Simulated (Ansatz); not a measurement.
# LaTl (Pm-3m): phonons and vibrational spectra, part 2 of 2

Aim: the vibrations of LaTl (Pm-3m), their spectra, and whether the structure is stable.

Ansatz 0.2.0; DFT PBEsol, scalar-relativistic, plane waves, PAW; PAW set soft_1.

So far. Step 3 (Tight relaxation): The forces vanish by symmetry and the pressure is 0.005 GPa, within the tolerances set. The cell now holds 30.10 Å³/atom. The relaxed cell has a = 3.919 Å (conventional setting).

**4. Modes at Γ**

The zone centre comes first: it holds the modes that light can see, as far as symmetry allows. No field response is asked, since the mesh shows no gap.

Contents of input.yaml:

```yaml
crystal:
  lattice:
    - [3.9192930671, 0.0, 0.0]
    - [0.0, 3.9192930671, 0.0]
    - [0.0, 0.0, 3.9192930671]
  atoms:
    - { symbol: La, position: [0.0, 0.0, 0.0] }
    - { symbol: Tl, position: [0.5, 0.5, 0.5] }
kpoints:
  mp_grid: { grid: [12, 12, 12] }
hamiltonian:
  xc: pbesol
  pseudopotentials: { kind: paw, azcp: { folder: soft_1 }, xc_functional: pbe }
scf:
  occupations: { method: methfessel_paxton, width: 0.2 }
output:
  eigenvalues: true
phonons:
  method: dfpt
```

Started as:

```
$ ansatz run input.yaml --threads 4 --pin off --max-ram 10240MiB --backend cpu --events-out ev --progress --plain --runs-dir out
```

Numbers of over 12 decimals in the logs are rounded to 6 here.

The log of the run:

```text
[...]
Crystal: 2 atoms, lattice volume = 60.204 Å³
Basis set: ecut = 420 eV, 1189 PW (Γ), exchange–correlation on 54×54×54 points (8 copies of the dense FFT grid, shifted against one another)
Bands: 16, of which v1, the nominal top of the filled ones, is band 12 counted from 1 (11 counted from 0)
Symmetry: 48 space group operations
k-points: 196 of 1728 (irreducible under 8 space group operations, time reversal used)
[...]
SCF iter   1: F=—  HF=-17460.676459 eV  |F-HF|=—  |Δ(HF+E_count)|=         —  Δρ=3.91e-2  dr2=1.74e0  ethr=3.10e-3  ⟨swp⟩=3.8  Hψ=12379  notcnv=0
[...]
SCF iter  10: F=-17460.058284 eV  HF=-17460.058284 eV  |F-HF|=7.28e-12  |Δ(HF+E_count)|=    0.00e0  S|Δr|=    0.00e0  Δρ=3.95e-8  dr2=9.18e-13  ethr=1.00e-12  ⟨swp⟩=6.4  Hψ=16223  notcnv=0
SCF 1 converged in 10 iterations: F = -17460.058284 eV  dr2 = 9.18e-13
[...]
DFPT response loops at Γ: preconditioner auto → Kerker (q_TF=auto, 2.341 Å⁻¹) (partly filled bands, converged f_vac=0.000); β = 1.00, the filter's whole step (`scf.mixing.beta` (0.50) is not read by the response loops under this deck's `scf.mixing.preconditioner`; to damp them name `kerker` or `kerker_dos`, under which they read `scf.mixing.beta`, and type it under 1.00, their step now; both keys bind the ground state too); Broyden in place of MSR1
SCF converged after 10 iterations
[...]
Free energy (F): -17460.058284 eV
[...]
Internal energy: -17460.057471 eV  (E = F + TS)
E sigma→0 (E₀):  -17460.058081 eV
Entropy (-TS):   -0.000813 eV (-0.407 meV/atom)
Fermi energy:    11.866706 eV
[...]
--- Band table (eV; the first three rows and the last of 196) ---
  k-point 0: bands = [... 8 lower, 0.6415, 3.8283, 11.5952, 11.5952, 13.2928, 13.2928, 13.2928, 13.5613]
  k-point 1: bands = [... 8 lower, 0.6428, 3.9240, 11.5936, 11.6081, 13.1939, 13.2678, 13.2678, 13.5522]
  k-point 2: bands = [... 8 lower, 0.6466, 4.1976, 11.3857, 11.6448, 13.0489, 13.1728, 13.1728, 13.5259]
  k-point 195: bands = [... 8 lower, 0.8348, 7.1731, 9.3969, 9.3969, 9.3969, 13.5905, 13.5905, 13.5905]
--- Phonons (Γ-DFPT): 2 representative perturbations + reference, on 196 of 1728 k-points (Σ response iterations 6) ---
  k mesh reduced under 8 symmetry operations, with k and −k counted as one. Each operation leaves every solved perturbation unchanged. A smaller set is not used because it would not reduce the number of displacements times k-points to solve
  ASR residual: 5.450e-5 → 0.000e0 eV/Å²; symmetrization residual: 2.077e-6 eV/Å²
  ASR residual per site (eV/Å²): 5.45e-5 1.46e-5
  Γ frequencies (cm⁻¹): 0.00 0.00 0.00 75.27 75.27 75.27
  non-analytic LO–TO correction: not included (Born effective charges unavailable; polar crystals: no LO–TO splitting at Γ)
```

It took 17 s on 4 threads of Arm Neoverse V1, shared host; peak memory 0.96 GiB; 64 s of CPU time.

Numbers from this step:

```yaml
sum_rule_residual_before_enforcement: 5.45e-5 eV/Å²
point_group: m-3m
highest_optical_mode_at_the_zone_centre_no_lo_to_term: 75.27 cm⁻¹
lowest_optical_zone_centre_mode: 75.27 cm⁻¹
```

Patterns of degenerate modes are one choice out of their space. Modes at Γ, with each element's share of the kinetic energy:

```csv
mode,frequency (cm⁻¹),symmetry,La %,Tl %
1,0.0,acoustic,40,60
2,0.0,acoustic,40,60
3,0.0,acoustic,40,60
4,75.3,T1u,60,40
5,75.3,T1u,60,40
6,75.3,T1u,60,40
```

Displacements in mode 6 (75.3 cm⁻¹), the largest set to 1:
```
La1  0.00  0.00  1.00
Tl2  0.00  0.00 -0.68
```

Before it was imposed, the acoustic sum rule was missed by 5.5e-5 eV/Å². Small misses are needed for a sound result but don't prove that mesh and cutoff are converged. The lowest optical mode is real, 75.3 cm⁻¹.

**5. Response at finite wavevector**

Stability and thermal properties need the whole zone. Linear response on a 4×4×4 q mesh gives force constants as far as a supercell of that size would.

input.yaml: that of step 4 with these lines changed.

```diff
@@ -19 +19,8 @@
   method: dfpt
+  qmesh: [4, 4, 4]
+  temperatures: { t_max: 1000, t_step: 50 }
+  qpath:
+    path:
+      - [[0.0, 0.0, 0.0], [0.0, 0.5, 0.0], [0.5, 0.5, 0.0], [0.0, 0.0, 0.0], [0.5, 0.5, 0.5], [0.0, 0.5, 0.0]]
+      - [[0.5, 0.5, 0.5], [0.5, 0.5, 0.0]]
+    npoints: 10
```

The log of the run:

```text
[...]
Crystal: 2 atoms, lattice volume = 60.204 Å³
Basis set: ecut = 420 eV, 1189 PW (Γ), exchange–correlation on 54×54×54 points (8 copies of the dense FFT grid, shifted against one another)
Bands: 16, of which v1, the nominal top of the filled ones, is band 12 counted from 1 (11 counted from 0)
Symmetry: 48 space group operations
k-points: 84 of 1728
[...]
SCF iter   1: F=—  HF=-17460.676418 eV  |F-HF|=—  |Δ(HF+E_count)|=         —  Δρ=3.91e-2  dr2=1.74e0  ethr=3.10e-3  ⟨swp⟩=3.8  Hψ=5334  notcnv=0
[...]
SCF iter  10: F=-17460.058284 eV  HF=-17460.058284 eV  |F-HF|=0.00e0  |Δ(HF+E_count)|=  7.28e-12  S|Δr|=    0.00e0  Δρ=3.97e-8  dr2=9.24e-13  ethr=1.00e-12  ⟨swp⟩=6.4  Hψ=6950  notcnv=0
SCF 1 converged in 10 iterations: F = -17460.058284 eV  dr2 = 9.24e-13
[...]
SCF iter   4: F=-17460.058284 eV  HF=-17460.058284 eV  |F-HF|=3.64e-12  |Δ(HF+E_count)|=    0.00e0  S|Δr|=    0.00e0  Δρ=8.43e-8  dr2=3.62e-12  ethr=1.00e-12  ⟨swp⟩=2.3  Hψ=2720  notcnv=0
SCF 2 converged in 4 iterations: F = -17460.058284 eV  dr2 = 3.62e-12
phonons: the bands overlap, so this run is a metal and interpolates without the dipole-dipole term. If the crystal is really an insulator or semiconductor, its LO-TO splitting is missing
NSCF: frozen V_eff on 84 k-points
WARN: eigensolver did not converge in 2 slots of this pass, the one above among them; of largest residual over every band (k=50): 1 band(s) unlocked (lowest unlocked band 15, counted from 0; max residual 5.91e-6 eV among the unlocked bands, 5.91e-6 eV over every band); of lowest unlocked band (k=50): band 15
[...]
DFPT response loops at q = (0, 0, 0) (fractional): preconditioner auto → Kerker (q_TF=auto, 2.341 Å⁻¹) (partly filled bands, converged f_vac=0.000); β = 1.00, the filter's whole step (`scf.mixing.beta` (0.50) is not read by the response loops under this deck's `scf.mixing.preconditioner`; to damp them name `kerker` or `kerker_dos`, under which they read `scf.mixing.beta`, and type it under 1.00, their step now; both keys bind the ground state too); Broyden in place of MSR1
[...]
SCF converged after 10 iterations
[...]
Free energy (F): -17460.058284 eV
[...]
Internal energy: -17460.057471 eV  (E = F + TS)
E sigma→0 (E₀):  -17460.058081 eV
Entropy (-TS):   -0.000813 eV (-0.407 meV/atom)
Fermi energy:    11.866706 eV
[...]
--- Band table (eV; the first three rows and the last of 84) ---
  k-point 0: bands = [... 8 lower, 0.6415, 3.8283, 11.5952, 11.5952, 13.2928, 13.2928, 13.2928, 13.5613]
  k-point 1: bands = [... 8 lower, 0.6428, 3.9240, 11.5936, 11.6081, 13.1939, 13.2678, 13.2678, 13.5522]
  k-point 2: bands = [... 8 lower, 0.6466, 4.1976, 11.3857, 11.6448, 13.0489, 13.1728, 13.1728, 13.5259]
  k-point 83: bands = [... 8 lower, 0.8348, 7.1731, 9.3969, 9.3969, 9.3969, 13.5905, 13.5905, 13.5905]
--- Phonons (Γ-DFPT): 2 representative perturbations + reference (Σ response iterations 6) ---
  ASR residual: 2.689e-5 → 0.000e0 eV/Å²; symmetrization residual: 1.140e-5 eV/Å²
  ASR residual per site (eV/Å²): 2.08e-5 2.69e-5
  Γ frequencies (cm⁻¹): 0.00 0.00 0.00 75.27 75.27 75.27
--- Phonons (arbitrary-q DFPT): 10 irreducible q on the 4×4×4 mesh ---
  q = [0.0000, 0.0000, 0.0000] (star 1, of the zone-centre solve; hermiticity 1.32e-5, symmetrization 1.06e-11): -0.00 -0.00 -0.00 75.27 75.27 75.27
  q = [0.0000, 0.0000, 0.2500] (star 6, 4 solved perturbations in 1848 linear systems a pass and spin channel, the states on 588 of 1728 k-point pairs; hermiticity 1.01e-5, symmetrization 5.16e-13): 35.21 35.21 46.63 72.51 72.51 93.61
[...]
q = [0.0000, 0.2500, -0.5000] (star 12, 6 solved perturbations on 588 of 1728 k-point pairs; hermiticity 4.75e-6, symmetrization 1.94e-14): 37.41 41.81 52.32 60.87 109.26 118.79
[...]
sum rule: each row above includes the acoustic sum rule's correction from the zone centre's row sums; it moved no ω² by more than (0.20 cm⁻¹)²
  mesh force constants: q→R imaginary residual 4.59e-18; ASR residual 2.689e-5 → 0.000e0 eV/Å²; symmetrization residual 3.553e-15 eV/Å²
  interpolated dispersion: 62 rows × 6 modes
  density of states and harmonic sums: on the 16×16×16 q-mesh, interpolated from the force constants of a 4×4×4 supercell (no non-analytic term)
  largest difference from the sums on the solved wave vectors: F 6.06e-3 eV, S 1.00e-5 and C_V 3.98e-6 eV/K
  zero-point energy: 0.025891 eV/cell   skipped modes (ω ≤ 0): 3   left out of the sums: 1.22e-4 of the cell's modes: C_V's classical limit lies that fraction below 3 k_B per atom; for a crystal, a wire or a layer, F and S can be off by more, and a phonons.interpolated_qmesh denser along its periods is the remedy for the sampling
```

Wall time 8.7 min (4 threads); peak memory 2.9 GiB; 34 min of CPU time.

This step gave:

- sum-rule residual before enforcement: 2.69e-5 eV/Å²
- lowest frequency on the path: 0 cm⁻¹
- highest frequency on the path or at a solved wavevector: 132.3 cm⁻¹
- mean frequency: 69.6 cm⁻¹
- Debye temperature (second moment): 143 K
- logarithmic mean frequency: 61.2 cm⁻¹
- lowest mode on the q mesh (acoustic modes at Γ apart): 10.93 cm⁻¹
- zero-point energy per atom: 12.95 meV
- heat capacity at 300 K: 24.66 J/(mol atoms K)
- vibrational entropy at 300 K: 55.67 J/(mol atoms K)

Frequencies (cm⁻¹) solved at each irreducible wavevector; negative means imaginary. Frequencies by wavevector, by row:

```csv
q in reciprocal lattice units,star,mode 1,mode 2,mode 3,mode 4,mode 5,mode 6
0 0 0,1,0,0,0,75.3,75.3,75.3
0 0 0.25,6,35.2,35.2,46.6,72.5,72.5,93.6
0 0 -0.5,3,50.9,50.9,70.9,71.1,71.1,100.7
0 0.25 0.25,12,10.9,44.4,61,68.3,84.8,107.8
0 0.25 -0.5,12,37.4,41.8,52.3,60.9,109.3,118.8
0 -0.5 -0.5,3,11.9,11.9,52.4,56.9,132.3,132.3
0.25 0.25 0.25,8,37.5,37.5,46.5,94.9,102.6,102.6
0.25 0.25 -0.5,12,19.7,43.4,56.2,93.2,109,121
0.25 -0.5 -0.5,6,51.2,51.2,62.4,90.9,123.7,123.7
-0.5 -0.5 -0.5,1,74,74,74,111.2,111.2,111.2
```

Interpolated from a 4×4×4 q mesh. The phonon branches at the labelled points (cm⁻¹):

```csv
point,branch 1,branch 2,branch 3,branch 4,branch 5,branch 6
Γ,0,0,0,75,75,75
halfway,35,35,47,72,72,94
X,51,51,71,71,71,101
halfway,37,42,52,61,109,119
M,12,12,52,57,132,132
halfway,11,44,61,68,85,108
Γ,0,0,0,75,75,75
halfway,38,38,46,95,103,103
R,74,74,74,111,111,111
halfway,20,43,56,93,109,121
X,51,51,71,71,71,101
jump to R,74,74,74,111,111,111
halfway,51,51,62,91,124,124
M,12,12,52,57,132,132
```

The phonon branches as a text plot (rows in cm⁻¹):

```
    130 |            *****                                    ***
    124 |           **   **                        *         *
    119 |           *      **                    ** **     **
    113 |          *      *                *********  *   *
    107 |         *          *           **      ** *  *
    102 |     **** *                    *          * *  ** *
     96 |    *             ** *        **             *     *
     91 |   *     *            *     **             *  *     *
     85 |  *                 *  *                    *
     80 | *      *               *  *  *              * *
     74 |*****                ******         ****      ** *   *
     69 |     *****          **     ***      *  **       * *
     63 |        * *       ***              *    ***    *  *** *
     58 |     *     ********* *      ***   **     * *       * ***
     52 |    * ************                       *  *****   *
     47 |   * *   **      **** *        ****       *   *
     41 |    *     *                *    **         ***
     36 |   *       *    *    *         *          *  *       *
     30 |  *        **         **      *
     25 |  *         *               **                        *
     19 | *           * *       ** **               **
     14 | *            ****   ***                               *
      8 |*                 ***   * *
      3 |                         *
         Γ      X      M          Γ            R        X|R     M
```

Tetrahedra on a 16×16×16 mesh, mean over bins of 2 cm-1. Interpolated from a 4×4×4 q mesh. Table of phonon density of states by wavenumber; read off at these points:

wavenumber (cm⁻¹), phonon density of states (1/cm⁻¹/cell) and a bar:
```
      1.0      0.000 
      5.0      0.000 
      9.0      0.001 
     11.0      0.002 #
     15.0      0.021 ######
     19.0      0.033 #########
     23.0      0.065 ##################
     25.0      0.060 #################
     29.0      0.044 ############
     33.0      0.043 ############
     37.0      0.051 ##############
     41.0      0.077 #####################
     43.0      0.089 ########################
     47.0      0.070 ###################
     51.0      0.104 #############################
     53.0      0.109 ##############################
     55.0      0.085 #######################
     59.0      0.077 #####################
     61.0      0.043 ############
     65.0      0.028 ########
     69.0      0.044 ############
     71.0      0.088 ########################
     73.0      0.065 ##################
     75.0      0.055 ###############
     79.0      0.042 ###########
     83.0      0.035 ##########
     87.0      0.034 #########
     91.0      0.034 #########
     93.0      0.034 #########
     97.0      0.036 ##########
    101.0      0.042 ###########
    105.0      0.048 #############
    109.0      0.050 ##############
    111.0      0.052 ##############
    115.0      0.067 ###################
    119.0      0.065 ##################
    123.0      0.045 ############
    125.0      0.035 ##########
    129.0      0.019 #####
    133.0      0.000
```

The partial phonon density of states has structure finer than the step of the table below, so its rows give means over 5 cm⁻¹, whole bins alone (the curve runs from -10 to 146 cm⁻¹). Peaks (cm⁻¹: height): La 24.3: 0.0202, 72.3: 0.0538, 89.0: 0.0302, 115.4: 0.0490; Tl 24.3: 0.0416, 51.7: 0.0865.

Phonopy on the run's constants, 15x15x15 mesh, Gaussian sigma 2.0 cm-1. Interpolated from a 4×4×4 q mesh. Table of partial phonon density of states by wavenumber; means over each step; values in 1/cm⁻¹/cell:

```csv
wavenumber (cm⁻¹),La,Tl
-5,7.6e-6,1.0e-5
0,5.6e-5,8.4e-5
5,1.4e-4,2.5e-4
10,0.00162,0.00341
15,0.00677,0.0150
20,0.0127,0.0259
25,0.0179,0.0363
30,0.0142,0.0302
35,0.0142,0.0328
40,0.0177,0.0489
45,0.0169,0.0587
50,0.0130,0.0765
55,0.0136,0.0722
60,0.0144,0.0465
65,0.0172,0.0176
70,0.0425,0.0159
75,0.0418,0.0128
80,0.0338,0.00929
85,0.0249,0.00686
90,0.0279,0.00849
95,0.0250,0.00770
100,0.0326,0.00999
105,0.0358,0.0101
110,0.0413,0.0127
115,0.0480,0.0140
120,0.0458,0.0137
125,0.0278,0.00925
130,0.0114,0.00424
135,0.00118,4.6e-4
140,3.9e-6,1.0e-6
```

Second derivatives of the energy by pair, one row for each kind of neighbour of each atom listed. Each entry sums the pair over the periodic images of the supercell that the q mesh stands for, and in a polar crystal it holds the long-range dipole part too. Force constants by pair, by row:

```csv
atom,neighbour,distance (Å),third of the trace (eV/Å²),along the pair's line (eV/Å²)
La1,itself,0,4.05,–
La1,Tl,3.394,-0.2561,-1.361
La1,La,3.919,-0.3737,-1.041
La1,La,5.543,0.0039,0.1363
La1,Tl,6.499,0.0162,0.0735
La1,La,6.788,-0.0118,-0.023
Tl2,itself,0,2.903,–
Tl2,La,3.394,-0.2561,-1.361
Tl2,Tl,3.919,-0.1899,-0.5108
Tl2,Tl,5.543,-0.0051,-0.0976
Tl2,La,6.499,0.0162,0.0735
Tl2,Tl,6.788,9.00e-4,0.0266
```

Harmonic thermodynamic functions per atom, from the density of states. Interpolated from a 4×4×4 q mesh. Thermodynamic functions, by row:

```csv
T (K),F_vib (meV/atom),S (J/mol-atom/K),C_V (J/mol-atom/K)
0,12.95,0,0
50,9.78,15.1,17.75
100,-2.02,29.34,22.64
200,-41.8,45.74,24.32
300,-94.69,55.67,24.66
400,-156.2,62.79,24.78
500,-224.3,68.33,24.84
600,-297.5,72.86,24.87
700,-375.1,76.69,24.89
800,-456.3,80.02,24.9
900,-540.8,82.95,24.91
1000,-628.2,85.58,24.91
```

Harmonic mean-square displacement, third of the trace. Interpolated from a 4×4×4 q mesh. Mean square displacements, by row:

```csv
T (K),La1 U_eq (Å²),Tl2 U_eq (Å²)
0,0.00187,0.0019
100,0.00639,0.00823
300,0.01842,0.02417
600,0.03669,0.04825
```

Symmetry leaves 10 wavevectors to solve. The lowest mode among them, the acoustic zeros apart, lies at q = (0, 0.25, 0.25) and is real, 10.9 cm⁻¹.

**6. Isotope substitution**

An isotope changes the mass and not the force constants, so no new electronic calculation is needed; the shifts show which modes move this element.

The same force constants with the mass of Tl changed from 204.380 to 202.972 u (phonopy, no LO-TO term). Both lists are sorted by frequency; levels can cross, so a row need not hold one and the same mode. Modes under 3 cm⁻¹ are left out. Isotope shifts, by row:

```csv
q,rank,natural mass (cm⁻¹),changed mass (cm⁻¹)
0 0 0,4,75.27,75.38
0 0 0,5,75.27,75.38
0 0 0,6,75.27,75.38
0 0 0.25,1,35.21,35.3
0 0 0.25,2,35.21,35.3
0 0 0.25,3,46.63,46.75
0 0 0.25,4,72.51,72.59
0 0 0.25,5,72.51,72.59
0 0 0.25,6,93.61,93.69
0 0 -0.5,1,50.92,51.1
0 0 -0.5,2,50.92,51.1
0 0 -0.5,3,70.92,71.14
0 0 -0.5,4,71.14,71.14
0 0 -0.5,5,71.14,71.16
0 0 -0.5,6,100.7,100.7
0 0.25 0.25,1,10.93,10.95
0 0.25 0.25,2,44.42,44.53
0 0.25 0.25,3,60.95,61.14
0 0.25 0.25,4,68.31,68.36
0 0.25 0.25,5,84.85,84.87
0 0.25 0.25,6,107.8,107.9
```

A mode of this element alone would shift by +0.35 %. The highest zone-centre frequency without the field goes from 75.3 to 75.4 cm⁻¹ (+0.1 %). The product of the frequency ratios over all optical modes at Γ is 1.004; the product rule, (m/m′)^(3k/2) (M′/M)^(3/2) with k = 1 such atoms and M the mass of the cell, gives 1.004.

**7. Summary of results**

```yaml
space_group_after_relaxation_within_0p01_a: Pm-3m
volume_per_atom: 30.1 Å³
electronic_character: no gap on this mesh
highest_optical_mode_at_the_zone_centre_no_lo_to_term: 75.3 cm⁻¹
lowest_optical_zone_centre_mode: 75.3 cm⁻¹
lowest_mode_on_the_q_mesh_acoustic_modes_at_gamma_apart: 10.9 cm⁻¹
highest_frequency_on_the_path_or_at_a_solved_wavevector: 132 cm⁻¹
zero_point_energy_per_atom: 12.9 meV
heat_capacity_at_300_k: 24.7 J/(mol atoms K)
vibrational_entropy_at_300_k: 55.7 J/(mol atoms K)
debye_temperature_second_moment: 143 K
imaginary_modes_on_the_4x4x4_q_mesh: none
```

**Reading.** The structure is a minimum as far as tested: no mode is imaginary at the 10 irreducible wavevectors of the 4×4×4 mesh, and the softest away from the acoustic zeros lies at 11 cm⁻¹. The optical modes at Γ form one degenerate level at 75 cm⁻¹. With no gap, or one that is small against the smearing, the frequencies hang on the k mesh and the smearing, most of all near Kohn anomalies. Spin-orbit coupling is left out, which can matter for the heavy elements here. The PAW files were made for PBE and serve the other functionals too. A phonon run warned that its eigensolver left some bands unconverged in a pass. These are harmonic frequencies at zero temperature: anharmonic shifts, linewidths and thermal expansion are left out.

[Logs are printed without paths, hosts, clocks, repeated set-up lines and the standing remarks that a program may print on its own settings, such as how far it seeks lower states.]

[Hosts, paths, dates, database ids (printed as entryN), source tags and the programs' standing remarks are cut or masked in the printed files.]
